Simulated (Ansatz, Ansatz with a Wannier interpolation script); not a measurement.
# G0W0 band structure of CaMoO4 (I4_1/a), part 2 of 3

Aim: the G0W0 bands of CaMoO4 (I4_1/a) along the symmetry lines, with the gap off the mesh.

Ansatz 0.2.0; LDA, Wannier functions and G0W0, plane waves, PAW. Known limits of the many-body steps: not at the basis limit; no spin-orbit coupling.

So far. Step 2 (LDA bands): The gap is direct, at Γ.

### 3. Wannier functions (Mo:4d O:2p) on 8×8×8

Localised functions give a small Hamiltonian that interpolates between mesh points at no cost.

This step: maximally localised Wannier functions, LDA, plane waves, PAW.

input.yaml reads:

```yaml
crystal:
  lattice:
    - [-2.6118, 2.6118, 5.71425]
    - [2.6118, -2.6118, 5.71425]
    - [2.6118, 2.6118, -5.71425]
  atoms:
    - { symbol: Ca, position: [0.75, 0.25, 0.5] }
    - { symbol: Ca, position: [0.0, 0.0, 0.0] }
    - { symbol: Mo, position: [0.25, 0.75, 0.5] }
    - { symbol: Mo, position: [0.5, 0.5, 0.0] }
    - { symbol: O, position: [0.57776, 0.98246, 0.89142] }
    - { symbol: O, position: [0.73246, 0.34104, 0.9047] }
    - { symbol: O, position: [0.09104, 0.68634, 0.10858] }
    - { symbol: O, position: [0.43634, 0.82776, 0.0953] }
    - { symbol: O, position: [0.17224, 0.26754, 0.60858] }
    - { symbol: O, position: [0.01754, 0.90896, 0.5953] }
    - { symbol: O, position: [0.65896, 0.56366, 0.39142] }
    - { symbol: O, position: [0.31366, 0.42224, 0.4047] }
kpoints:
  mp_grid: { grid: [4, 4, 4] }
hamiltonian:
  xc: lda
scf:
  occupations: { method: fixed }
  n_extra_bands: 82
output:
  wannier:
    kmesh: [8, 8, 8]
    projections: [{ species: Mo, l: d, shell: 4 }, { species: O, l: p, shell: 2 }]
    minimise: true
    write_hr: true
    seedname: w
    conv_tol: 1.0e-07
    max_iter: 4000
    disentanglement:
      window: [1.7, 15.52]
      frozen_window: [1.7, 12.52]
      conv_tol: 1.0e-08
```

Command:

```
> ansatz run input.yaml --threads 3 --pin off --max-ram 92160MiB --backend cuda --events-out ev --progress --plain --runs-dir out --devices 1 --max-vram 13GiB  # rebuilt from the run's record
```

Numbers of over 12 decimals in the logs are rounded to 6 here.

What it wrote:

```text
[...]
GPUs: using 1 of 1 available (devices: 1).
[...]
GPU FFT provider: cuFFT
GPU libraries: cuBLAS 13.8.2, cuFFT 12.4.0, cuSOLVER 12.3.4
Crystal: 12 atoms, lattice volume = 155.919 Å³
Basis set: ecut = 420 eV, 3067 PW (Γ)
Bands: 130, of which v1, the nominal top of the filled ones, is band 48 counted from 1 (47 counted from 0)
Symmetry: 8 space group operations
[...]
k-points: 14 of 64
[...]
GPU buffer pool allocated for 110592 grid points (all kernels)
[...]
SCF iter   1: F=—  HF=-17683.893772 eV  |F-HF|=—  |Δ(HF+E_count)|=         —  Δρ=1.74e-2  dr2=4.26e-1  ethr=1.77e-3  ⟨swp⟩=4.0  Hψ=6714  notcnv=0  defer=1098
[...]
SCF iter   7: F=-17683.791458 eV  HF=-17683.791458 eV  |F-HF|=1.46e-9  |Δ(HF+E_count)|=   2.77e-7  Δρ=2.21e-6  dr2=6.82e-9  ethr=1.04e-10  ⟨swp⟩=13.3  Hψ=13445  notcnv=0
SCF 1 converged in 7 iterations: F = -17683.791458 eV  dr2 = 6.82e-9
[...]
NSCF: frozen V_eff on 14 k-points
the band table was solved once the SCF had ended and its energy, with any forces and stress, was formed, with the checks that follow a solve (6586 applications of the Hamiltonian). They found nothing against the state; the energy, forces and stress were not computed again (output.eigenvalues in the input reference)
[...]
the Wannier pass solved 81 of the 512 points of its mesh, and has the states at the others by symmetry: states obtained by the crystal's operations at points that were solved too leave a residual of 3.52e-13 eV (read by the count's bands and the next), within 1.11e-5 eV
SCF converged after 7 iterations
Free energy (F): -17683.791458 eV
[...]
Internal energy: -17683.791458 eV  (E = F + TS)
E sigma→0 (E₀):  -17683.791458 eV
Fermi energy:    6.603804 eV
[...]
--- Band table (eV; the first three rows and the last of 14) ---
  k-point 0: bands = [... 44 lower, 5.9091, 6.2713, 6.6038, 6.6038, 10.0173, 10.4478, 10.7813, 10.8216, ... 78 higher]
  k-point 1: bands = [... 44 lower, 6.0766, 6.1412, 6.1586, 6.4271, 10.2277, 10.6253, 10.6311, 10.9446, ... 78 higher]
  k-point 2: bands = [... 44 lower, 6.0344, 6.0344, 6.1467, 6.1467, 10.3316, 10.3316, 10.8727, 10.8727, ... 78 higher]
  k-point 13: bands = [... 44 lower, 6.1628, 6.1628, 6.5347, 6.5347, 10.2354, 10.2354, 10.5134, 10.5134, ... 78 higher]
Wannier search: line search 1 of at most 4000: gauge-dependent spread (as the search counts it) 1.3174339 Å², largest recent change 7.7e-1 Å² and fall left 5.3e-4 Å² against conv_tol 1.0e-7 Å², 0 stops escaped
```

Run time: 51 s. Hardware: 1 × NVIDIA H100 80GB HBM3 (shared by 6 runs) with 3 threads of AMD EPYC 7R13 (Zen 3), shared host; peak memory 2.5 GiB.

This step gave:

| Property | Result |
| --- | --- |
| gauge-invariant spread | 38.82 Å² |
| diagonal spread | 0.007269 Å² |
| off-diagonal spread | 1.164 Å² |
| total spread | 39.99 Å² |
| least projectability | 0.5358 |
| localisation steps | 38 |
| disentanglement steps | 129 |
| r.m.s. interpolation error | 2.21e-4 eV |
| r.m.s. error near the gap | 2.83e-4 eV |

Near the gap the model misses directly solved bands by 0.3 meV r.m.s. and by 8 meV at most in the window tested. This tests the starting bands, not the corrections carried with them.

Wannier functions, by row:

```
function   x (Å)   y (Å)   z (Å)  spread (Å²)  nearest atom  distance (Å)
       1    2.65   0.054   2.746        1.872           Mo3         0.129
       2   2.643    0.08   2.907         1.63           Mo3           0.1
       3   2.574  -0.054   2.746        1.872           Mo3         0.129
       4    2.58   -0.08   2.907         1.63           Mo3           0.1
       5   2.612       0   2.979        1.453           Mo3         0.122
       6  -0.054   0.038   5.603        1.872           Mo4         0.129
       7   0.054  -0.038   5.603        1.872           Mo4         0.129
       8   -0.08   0.031   5.764         1.63           Mo4           0.1
       9    0.08  -0.031   5.764         1.63           Mo4           0.1
      10       0       0   5.836        1.453           Mo4         0.122
      11   3.358   1.335   3.916        1.042            O5         0.117
      12   3.468   1.324   3.787        0.994            O5         0.104
      13   3.389   1.287   3.823        0.848            O5         0.016
      14   1.277   3.358   1.059        1.042            O6         0.117
      15   1.325   3.389   0.966        0.848            O6         0.016
      16   1.288   3.468    0.93        0.994            O6         0.104
      17   1.865  -1.335   3.916        1.042            O7         0.117
      18   1.755  -1.324   3.787        0.994            O7         0.104
      19   1.835  -1.287   3.823        0.848            O7         0.016
      20   1.335  -0.747   6.773        1.042            O8         0.117
      21   1.287  -0.777    6.68        0.848            O8         0.016
      22   1.324  -0.856   6.644        0.994            O8         0.104
      23   1.865   1.276  -1.059        1.041            O9         0.117
      24   1.755   1.288   -0.93        0.994            O9         0.104
      25   1.835   1.325  -0.966        0.849            O9         0.016
      26   3.947  -0.747   1.799        1.041           O10         0.117
      27   3.898  -0.777   1.892        0.849           O10         0.016
      28   3.935  -0.857   1.927        0.994           O10         0.104
      29   0.747   1.335   4.656        1.041           O11         0.117
      30   0.857   1.324   4.784        0.994           O11         0.104
      31   0.777   1.287   4.749        0.849           O11         0.016
      32   1.276   0.747   1.799        1.041           O12         0.117
      33   1.325   0.777   1.892        0.849           O12         0.016
      34   1.288   0.857   1.927        0.994           O12         0.104
```

Frozen up to 5.91 eV; above it the model need not follow the bands. The electronic bands at the labelled points (eV, zero at the valence-band top):

```
     point  band 45  band 46  band 47  band 48  band 49  band 50  band 51  band 52
         Γ    -0.69    -0.33     0.00     0.00     3.41     3.84     4.18     4.22
   halfway    -0.53    -0.46    -0.45    -0.18     3.62     4.02     4.03     4.34
         X    -0.57    -0.57    -0.46    -0.46     3.73     3.73     4.27     4.27
   halfway    -0.56    -0.56    -0.47    -0.47     3.73     3.73     4.27     4.27
         P    -0.55    -0.55    -0.49    -0.49     3.73     3.73     4.27     4.27
   halfway    -0.65    -0.58    -0.38    -0.29     3.72     3.90     4.11     4.27
         N    -0.62    -0.56    -0.33    -0.27     3.80     3.96     4.03     4.23
   halfway    -0.73    -0.35    -0.19    -0.15     3.58     3.92     4.09     4.25
         Γ    -0.69    -0.33     0.00     0.00     3.41     3.84     4.18     4.22
   halfway    -0.67    -0.23    -0.04    -0.04     3.47     3.77     4.04     4.06
         M    -0.44    -0.44    -0.07    -0.07     3.63     3.63     3.91     3.91
   halfway    -0.48    -0.41    -0.19    -0.08     3.71     3.74     3.93     3.96
         S    -0.60    -0.47    -0.32    -0.14     3.83     3.87     4.04     4.11
jump to S0    -0.60    -0.47    -0.32    -0.14     3.83     3.87     4.04     4.11
   halfway    -0.54    -0.46    -0.25    -0.22     3.62     3.97     4.10     4.29
         Γ    -0.69    -0.33     0.00     0.00     3.41     3.84     4.18     4.22
 jump to X    -0.57    -0.57    -0.46    -0.46     3.73     3.73     4.27     4.27
   halfway    -0.62    -0.55    -0.45    -0.41     3.70     3.78     4.24     4.26
         R    -0.64    -0.53    -0.41    -0.34     3.70     3.83     4.19     4.23
 jump to G    -0.64    -0.53    -0.41    -0.34     3.70     3.83     4.19     4.23
   halfway    -0.43    -0.38    -0.21    -0.17     3.71     3.85     3.96     4.01
         M    -0.44    -0.44    -0.07    -0.07     3.63     3.63     3.91     3.91
```

The same for Kohn-Sham, solved directly:

```
point  band 45  band 46  band 47  band 48  band 49  band 50  band 51  band 52
    Γ    -0.69    -0.33     0.00     0.00     3.41     3.84     4.18     4.22
    X    -0.57    -0.57    -0.46    -0.46     3.73     3.73     4.27     4.27
    P    -0.55    -0.55    -0.49    -0.49     3.73     3.73     4.27     4.27
    N    -0.62    -0.56    -0.33    -0.27     3.80     3.96     4.03     4.23
    Γ    -0.69    -0.33     0.00     0.00     3.41     3.84     4.18     4.22
    M    -0.44    -0.44    -0.07    -0.07     3.63     3.63     3.91     3.91
    S    -0.60    -0.47    -0.32    -0.14     3.83     3.87     4.04     4.11
   S0    -0.60    -0.47    -0.32    -0.14     3.83     3.87     4.04     4.11
    Γ    -0.69    -0.33     0.00     0.00     3.41     3.84     4.18     4.22
    X    -0.57    -0.57    -0.46    -0.46     3.73     3.73     4.27     4.27
    R    -0.64    -0.53    -0.41    -0.34     3.70     3.83     4.19     4.23
    G    -0.64    -0.53    -0.41    -0.34     3.70     3.83     4.19     4.23
    M    -0.44    -0.44    -0.07    -0.07     3.63     3.63     3.91     3.91
```

### 4. G0W0 at every point of the mesh: 4×4×4 mesh, 650 empty bands, screening to 150 eV

G0W0 replaces the xc potential by the self-energy, built once from these orbitals. Only a window of levels is corrected, while the sums run over the empty bands that the input names.

This step: G0W0 on LDA, plane waves, PAW.

input.yaml, the sections that differ from step 3:

```yaml
scf:
  occupations: { method: fixed }
gw:
  n_empty_bands: 650
  ecut_chi: 150.0
  qp_bands: [v24, c8]
  screening: { model: contour_deformation }
# crystal, kpoints, hamiltonian: as in step 3
# output: removed
```

What it wrote:

```text
GPUs: using 1 of 1 available (devices: 1).
[...]
GPU FFT provider: cuFFT
GPU libraries: cuBLAS 13.8.2, cuFFT 12.4.0, cuSOLVER 12.3.4
Crystal: 12 atoms, lattice volume = 155.919 Å³
Basis set: ecut = 420 eV, 3067 PW (Γ)
Bands: 60, of which v1, the nominal top of the filled ones, is band 48 counted from 1 (47 counted from 0)
Symmetry: 8 space group operations
[...]
k-points: 14 of 64
[...]
GPU buffer pool allocated for 110592 grid points (all kernels)
[...]
SCF iter   1: F=—  HF=-17683.891374 eV  |F-HF|=—  |Δ(HF+E_count)|=         —  Δρ=1.71e-2  dr2=4.10e-1  ethr=1.77e-3  ⟨swp⟩=5.1  Hψ=2946  notcnv=0  defer=134
[...]
SCF iter   7: F=-17683.791458 eV  HF=-17683.791458 eV  |F-HF|=7.57e-9  |Δ(HF+E_count)|=   4.86e-7  Δρ=5.14e-6  dr2=4.68e-8  ethr=1.04e-10  ⟨swp⟩=11.9  Hψ=3480  notcnv=0
SCF 1 converged in 7 iterations: F = -17683.791458 eV  dr2 = 4.68e-8
[...]
G₀W₀ screening: q 1/14
[... further progress lines ...]
[...]
SCF converged after 7 iterations
Free energy (F): -17683.791458 eV
[...]
Internal energy: -17683.791458 eV  (E = F + TS)
E sigma→0 (E₀):  -17683.791458 eV
Fermi energy:    6.603831 eV
[...]
--- Band table (eV; the first three rows and the last of 14) ---
  k-point 0: bands = [... 44 lower, 5.9091, 6.2714, 6.6038, 6.6038, 10.0173, 10.4478, 10.7813, 10.8216, ... 8 higher]
  k-point 1: bands = [... 44 lower, 6.0766, 6.1413, 6.1587, 6.4271, 10.2277, 10.6253, 10.6311, 10.9446, ... 8 higher]
  k-point 2: bands = [... 44 lower, 6.0344, 6.0344, 6.1467, 6.1467, 10.3316, 10.3316, 10.8727, 10.8727, ... 8 higher]
  k-point 13: bands = [... 44 lower, 6.1629, 6.1629, 6.5347, 6.5347, 10.2354, 10.2354, 10.5134, 10.5134, ... 8 higher]
--- G₀W₀: contour deformation, 6 samples at zero and on the imaginary axis and 3 off it, 64 q-points, 650 empty bands' worth ---
  eigenvalues of the whole cell's RPA ε∞ on this k-mesh (on a slab, of 1 + 4πα/V) = 3.8558, 3.8558, 3.8941; static W/v taken at q = 0 is 0.258626
  bands read: the sum over 698 bands ends inside a degenerate multiplet in 1 slot, whose members it reads at an even weight; the widest, k=9: bands 698 to 699 (counted from 1) at 1/2 each
    ik  band        ε_KS         Σx   Σc(E_QP)       V_xc       Z   E_QP_lin       E_QP  E_QP is
     0    25      1.9087   -24.5610     4.9550   -19.0623  0.6580     1.3762     1.3649  root
     0    26      2.2655   -23.1785     4.9387   -17.6708  0.6413     1.6995     1.6964  root
     0    27      2.2772   -24.8267     4.8721   -19.4027  0.6640     1.7163     1.7253  root
     0    28      2.2772   -24.8267     4.8721   -19.4027  0.6640     1.7163     1.7253  root
     0    29      2.3457   -23.3875     4.9963   -17.8848  0.6252     1.8282     1.8392  root
     0    30      2.6746   -23.4624     4.7082   -18.1638  0.6691     2.0569     2.0842  root
     0    31      3.2646   -23.8199     4.5202   -18.6310  0.7015     2.5803     2.5959  root
     0    32      3.4323   -26.1331     4.2963   -21.2411  0.7241     2.8277     2.8367  root
     0    33      3.4323   -26.1331     4.2963   -21.2411  0.7241     2.8277     2.8367  root
     0    34      3.5229   -26.8180     4.4761   -21.7567  0.7236     2.9295     2.9378  root
     0    35      3.8991   -24.9267     4.2317   -20.0755  0.7264     3.2703     3.2797  root
     0    36      4.0734   -24.9389     4.6428   -19.5986  0.7238     3.3640     3.3760  root
     0    37      4.7869   -24.9868     4.5263   -19.7409  0.7314     4.0567     4.0673  root
     0    38      4.7869   -24.9868     4.5263   -19.7409  0.7314     4.0567     4.0673  root
[...]
13    52     10.5134   -15.7844    -4.4073   -21.7628  0.7768    12.1155    12.0845  root
    13    53     11.9519   -14.5265    -4.5863   -20.6791  0.7888    13.5502    13.5182  root
    13    54     11.9519   -14.5265    -4.5863   -20.6791  0.7888    13.5502    13.5182  root
    13    55     12.9274   -15.6259    -4.8806   -22.1580  0.7685    14.6290    14.5789  root
    13    56     12.9274   -15.6259    -4.8806   -22.1580  0.7685    14.6290    14.5789  root
```

Elapsed: 8.5 min, on 1 × NVIDIA H100 80GB HBM3 (shared by 6 runs) with 3 threads; peak memory 2.3 GiB.

This step gave:

```
bands summed                                 : 698
RPA ε∞ on this mesh (eigenvalues)            : 3.856, 3.856, 3.894
plane waves in the screening matrix          : 655
q-points in the mesh                         : 64
G0W0 gap on the mesh                         : 5.520 eV
k of the valence top                         : 0, 0, 0
k of the conduction bottom                   : 0, 0, 0
starting gap on the mesh                     : 3.413 eV
Z at the valence top                         : 0.7391
Z at the conduction bottom                   : 0.7806
least direct G0W0 gap on the computed points : 5.520 eV
```

The gap on the mesh goes from 3.41 eV to 5.52 eV, a correction of +2.11 eV. Between the two edge states, bare exchange in place of the xc potential would open the gap by 10.92 eV, and correlation takes back 8.81 eV.

### 5. Interpolating the corrections

A script adds the corrections, carried to the Wannier functions and back, to the LDA levels, along the path and on a 13×13×13 mesh.

| Item | Value |
| --- | --- |
| G0W0 gap over the zone | 5.520 eV |
| valence top at | Γ |
| conduction bottom at | Γ |
| starting gap over the zone | 3.413 eV |
| least direct G0W0 gap | 5.520 eV |
| G0W0 gap on the mesh | 5.520 eV |
| valence width, start | 4.765 eV |
| valence width, G0W0 | 4.753 eV |
| gap by a rigid shift | 5.520 eV |

Levels solved directly plus the interpolated quasiparticle correction. Limits: finite bands, cutoff and mesh; no spin-orbit coupling. Quasiparticle bands along the path, in eV, zero at the valence-band top of each set:

```
     point  band 45  band 46  band 47  band 48  band 49  band 50  band 51  band 52
         Γ    -0.73    -0.34     0.00     0.00     5.52     5.97     6.34     6.38
   halfway    -0.57    -0.49    -0.47    -0.19     5.76     6.16     6.19     6.50
         X    -0.61    -0.61    -0.49    -0.49     5.89     5.89     6.42     6.42
   halfway    -0.60    -0.60    -0.50    -0.50     5.89     5.89     6.42     6.42
         P    -0.59    -0.59    -0.53    -0.53     5.89     5.89     6.43     6.43
   halfway    -0.70    -0.62    -0.41    -0.30     5.88     6.05     6.26     6.42
         N    -0.66    -0.60    -0.35    -0.28     5.93     6.12     6.18     6.37
   halfway    -0.77    -0.37    -0.20    -0.16     5.70     6.06     6.24     6.40
         Γ    -0.73    -0.34     0.00     0.00     5.52     5.97     6.34     6.38
   halfway    -0.70    -0.23    -0.04    -0.04     5.58     5.90     6.18     6.22
         M    -0.46    -0.46    -0.07    -0.07     5.75     5.75     6.05     6.05
   halfway    -0.51    -0.44    -0.20    -0.07     5.84     5.87     6.07     6.11
         S    -0.64    -0.50    -0.33    -0.14     5.97     6.02     6.19     6.24
jump to S0    -0.64    -0.50    -0.33    -0.14     5.97     6.02     6.19     6.24
   halfway    -0.56    -0.49    -0.26    -0.23     5.74     6.11     6.25     6.44
         Γ    -0.73    -0.34     0.00     0.00     5.52     5.97     6.34     6.38
 jump to X    -0.61    -0.61    -0.49    -0.49     5.89     5.89     6.42     6.42
   halfway    -0.67    -0.58    -0.48    -0.43     5.86     5.93     6.40     6.42
         R    -0.69    -0.57    -0.43    -0.36     5.86     5.99     6.35     6.38
 jump to G    -0.69    -0.57    -0.43    -0.36     5.86     5.99     6.35     6.38
   halfway    -0.47    -0.40    -0.21    -0.17     5.87     5.97     6.11     6.16
         M    -0.46    -0.46    -0.07    -0.07     5.75     5.75     6.05     6.05
```

The same for LDA:

(Unchanged from step 3.)

The density of states has structure finer than the step of the table below, so its rows give means over 0.25 eV, whole bins alone (the curve runs from -6 to 8 eV). Peaks (eV: height): G0W0 -4.500: 12.1, -3.900: 12.4, -3.300: 14.1, -1.800: 13.2, -0.400: 12.9, 6.100: 12.0, 7.800: 10.1; LDA -4.500: 12.6, -3.900: 11.6, -3.300: 14.3, -1.700: 13.6, -0.400: 13.8, 4.000: 12.3, 5.600: 10.2.

Wannier model on a dense mesh, Gaussian width 0.15 eV. Limits: finite bands, cutoff and mesh; no spin-orbit coupling. The density of states by energy, zero at the valence-band top of each set; means over each step; values in states/eV/cell:

```
energy (eV)     G0W0      LDA
      -5.25   2.7e-4   4.4e-4
      -5.00    0.226    0.305
      -4.75     4.50     5.19
      -4.50     11.3     11.7
      -4.25     10.7     10.2
      -4.00     11.4     10.6
      -3.75     11.3     10.5
      -3.50     12.1     11.3
      -3.25     12.9     13.3
      -3.00     6.09     6.61
      -2.75     5.64     3.56
      -2.50     7.89     7.35
      -2.25     7.85     7.33
      -2.00     11.1     9.52
      -1.75     12.5     13.0
      -1.50     10.6     11.9
      -1.25     9.49     10.3
      -1.00     9.73     10.5
      -0.75     10.2     10.6
      -0.50     12.4     13.2
      -0.25     10.6     11.5
       0.00     3.17     3.40
       0.25    0.131    0.137
       0.50   3.0e-4   3.2e-4
       0.75        0        0
       1.00        0        0
       1.25        0        0
       1.50        0        0
       1.75        0        0
       2.00        0        0
       2.25        0        0
       2.50        0        0
       2.75        0        0
       3.00        0  0.00134
       3.25        0    0.176
       3.50        0     2.76
       3.75        0     8.75
       4.00        0     11.6
       4.25        0     7.55
       4.50        0     1.19
       4.75        0  0.00918
       5.00   5.2e-5    0.223
       5.25   0.0253     3.52
       5.50    0.838     9.14
       5.75     5.17     9.22
       6.00     10.4     8.18
       6.25     10.7     7.28
       6.50     4.57     7.01
       6.75    0.264     3.18
       7.00  0.00864    0.241
       7.25    0.707   5.6e-4
       7.50     5.30        0
       7.75     9.47        0
```

Corrections by starting level (eV, on the run's own energy scale, so only their differences matter):

```
start  correction
-4.73       −0.55
-4.37       −0.54
-4.03       −0.54
-3.51       −0.61
-3.22       −0.61
-2.54       −0.68
-2.00       −0.71
-1.70       −0.69
-1.27       −0.66
-0.96       −0.64
-0.53       −0.61
-0.24       −0.58
-0.10       −0.57
 3.41       +1.53
 3.77       +1.58
 4.25       +1.58
 5.58       +1.61
 6.02       +1.63
```

(Continued in part 3 of 3.)

[Paths, hosts, dates, memory and timing lines, banners, echoed tables and standing remarks are left out of the program output.]

[Logs are printed without paths, hosts, clocks, repeated set-up lines and the standing remarks that a program may print on its own settings, such as how far it seeks lower states.]

[Runs of the session that timed out or met a known fault of the program may be left out.]

[Hosts, paths, dates, database ids (printed as entryN), source tags and the programs' standing remarks are cut or masked in the printed files.]
